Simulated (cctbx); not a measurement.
**Symmetry from intensities**

Cell: a = 10.2070 Å, b = 10.2070 Å, c = 10.2070 Å, α = 90.00°, β = 90.00°, γ = 90.00°. Expected content of the cell: Te4 Br24 Li8.

The data are simulated with cctbx, not measured: Mo Kα, λ = 0.71073 Å, to d = 0.77 Å, 80 % of the full sphere, strongest reflection 40000 counts, noise from counting, a 6 % proportional error and a noise floor of 8 counts (s.d.); no absorption, some extinction.

Tests on the unmerged data give:

```text
7827 reflections to d = 0.774 A
centring   violations  <I/sigma> of those
    A          0 of  3879      0.0
    B          0 of  3918      0.0
    C          0 of  3937     -0.0
    I        803 of  3903      2.7
    R        975 of  5200      2.6
    F          0 of  5867      0.0
Laue class    unique    Rint  (classes that these axes allow; Friedel mates merged)
F m m m           358   0.047
F m -3            124   0.051
F m -3 m           89   0.051
space group    extra absences  I>4sigma  <I/sigma>
F 4 3 2                 0          0         -  acentric
F -4 3 m                0          0         -  acentric
F m -3 m                0          0         -  centric
Wilson B = 1.24 A^2   <|E^2-1|> = 0.705 (0.968 centric, 0.736 acentric)   E^2>4: 0.0 %
shell (A)         n   <I/sigma>
 5.89 - 1.48     18     47.0
 1.48 - 1.18     13     40.5
 1.18 - 1.03     10     63.3
 1.03 - 0.94     14     48.0
 0.94 - 0.87     11     35.0
 0.87 - 0.82     12     43.5
 0.82 - 0.78     11     52.0
```

Q: Read the symmetry from these tables.

The reflections that A, B, C and F centring forbids are absent (⟨I/σ⟩ near 0), so the lattice is F. F holds A, B and C together.

Rint stays low (0.047 to 0.051) up to F m -3 m, the highest class in these axes.

3 settings pass the absence test. No glide or screw absences show, which leaves F 4 3 2, F -4 3 m and F m -3 m.

⟨|E²−1|⟩ = 0.705 leans to a non-centrosymmetric structure. Here that hint misleads: the statistic assumes many like atoms on general positions, and few, heavy or special-position atoms break it. The Wilson B of 1.24 Å² means U ≈ 0.0157 Å².

The true group is Fm-3m (no. 225), Laue class m-3m, centrosymmetric. The tables only narrow the choice to the tied entries; cell content, site symmetry and trial solutions must settle it.

The model was made for the exercise: a known structure type with other elements put in, its volume estimated, not relaxed; displacement parameters are assumed.

[Logs are printed without paths, hosts, clocks, repeated set-up lines and the standing remarks that a program may print on its own settings, such as how far it seeks lower states.]
